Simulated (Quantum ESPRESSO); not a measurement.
Consider KZnF3 (Pm-3m).

```xyz
5
Lattice="4.0500 0.0000 0.0000 0.0000 4.0500 0.0000 0.0000 0.0000 4.0500" Properties=species:S:1:pos:R:3 pbc="T T T"
Zn    2.0250    2.0250    2.0250
K     0.0000    0.0000    0.0000
F     2.0250    0.0000    2.0250
F     0.0000    2.0250    2.0250
F     2.0250    2.0250    0.0000
```

Absorber: atom 2, with 12 F at 2.86 Å (cuboctahedral, site symmetry m-3m). Method: Quantum ESPRESSO XSpectra, PBE, full core hole (charged cell), 10-atom cell with 5.7 Å between holes, 6×6×6 k points, dipole transitions, Lorentzian half width 0.37 eV up to 4 eV, rising linearly to 2.5 eV at 25 eV (counted from xe0, 1.7 eV below the zero used here).

Question: What does the K K edge look like?

Main maxima up to 30 eV above the zero (height): 6.7 eV (1.79) and 10.0 eV (2.01). A K edge sees empty p states on the absorber. The total-energy difference plus the lowest empty eigenvalue puts the zero at 3623.54 eV. One term is added: -19.86 eV, since the hole is spin-paired here and a spin-polarised one costs that much less in the free atom (computed apart). The photon energy is then 3603.68 eV. The tabulated edge of the element is 3608.4 eV. The functional and the charged cell's background leave an error of a few eV in such absolute values.

The K K spectrum (energy from the lowest empty level; intensity scaled to a mean of 1 over the first 20 eV; the points at xe0, where the cut of filled states can leave a spike, are interpolated):

| E (eV) | intensity |
| --- | --- |
| -2.0 | 0.03 |
| -1.0 | 0.03 |
| 0.0 | 0.05 |
| 1.0 | 0.10 |
| 2.0 | 0.24 |
| 3.0 | 0.32 |
| 4.0 | 0.42 |
| 5.0 | 0.72 |
| 6.0 | 1.59 |
| 7.0 | 1.77 |
| 8.0 | 1.67 |
| 9.0 | 1.85 |
| 10.0 | 2.01 |
| 11.0 | 1.77 |
| 12.0 | 1.47 |
| 13.0 | 1.14 |
| 14.0 | 0.82 |
| 15.0 | 0.68 |
| 16.0 | 0.68 |
| 17.0 | 0.74 |
| 18.0 | 0.80 |
| 19.0 | 0.81 |
| 20.0 | 0.80 |
| 21.0 | 0.81 |
| 22.0 | 0.84 |
| 23.0 | 0.87 |
| 24.0 | 0.90 |
| 25.0 | 0.91 |
| 26.0 | 0.90 |
| 27.0 | 0.87 |
| 28.0 | 0.87 |
| 29.0 | 0.92 |
| 30.0 | 1.04 |
| 31.0 | 1.20 |
| 32.0 | 1.38 |

The holes are only 5.7 Å apart, so the shape is probably not converged with cell size; no larger cell was run here. The structure is a published determination, not relaxed.

[Banner, clock and machine lines of the logs are left out without a mark of their own.]

[Logs are printed without paths, hosts, clocks, repeated set-up lines and the standing remarks that a program may print on its own settings, such as how far it seeks lower states.]

[Hosts, paths, dates, database ids (printed as entryN), source tags and the programs' standing remarks are cut or masked in the printed files.]

[Lists of maxima count a maximum above −3 eV only where it reaches 4 % of the highest in the window and stands out from its surroundings by 2 % of it (1.5 % where it reaches 55 %); shoulders and weaker maxima are passed over, and of the rest the first, up to two pre-edge ones and the few strongest are named.]
